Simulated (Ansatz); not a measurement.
Rows from a G0W0 calculation on SiC (P6_3mc) (Ansatz 0.2.0; G0W0 on r2SCAN, plane waves, PAW; 6×6×1 mesh, 421 empty bands, screening to 108 eV), in eV. Spin-orbit coupling is left out.

```csv
row,k,band,start,Σx,Σc at the solution,Vxc
A,Γ,c1,15.184,-8.981,-4.585,-13.979
B,"(0.000, -0.500, 0.000)",c2,11.746,-7.233,-3.897,-11.355
C,"(0.000, -0.500, 0.000)",v1,8.255,-18.674,2.473,-15.814
D,Γ,c2,15.250,-8.928,-4.601,-13.940
E,"(0.000, -0.500, 0.000)",c1,11.541,-7.219,-3.845,-11.287
F,Γ,v1,9.405,-18.310,2.130,-15.867
```

Give the quasiparticle energies and the shift of each level.

The quasiparticle equation reads E = start + Σx + Σc(E) − Vxc.

```
row  E (eV)  shift (eV)
  A  15.597      +0.412
  B  11.972      +0.225
  C   7.869      −0.386
  D  15.660      +0.410
  E  11.763      +0.223
  F   9.092      −0.313
```

The gap over the computed points goes from 2.14 eV to 2.67 eV.

Limits: not at the basis limit.

[Paths, hosts, dates, memory and timing lines, banners, echoed tables and standing remarks are left out of the program output.]

[Logs are printed without paths, hosts, clocks, repeated set-up lines and the standing remarks that a program may print on its own settings, such as how far it seeks lower states.]

[Runs of the session that timed out or met a known fault of the program may be left out.]

[Cells called generated may have been cut or substituted from an entry of the Crystallography Open Database or the Materials Project.]

[Hosts, paths, dates, database ids (printed as entryN), source tags and the programs' standing remarks are cut or masked in the printed files.]
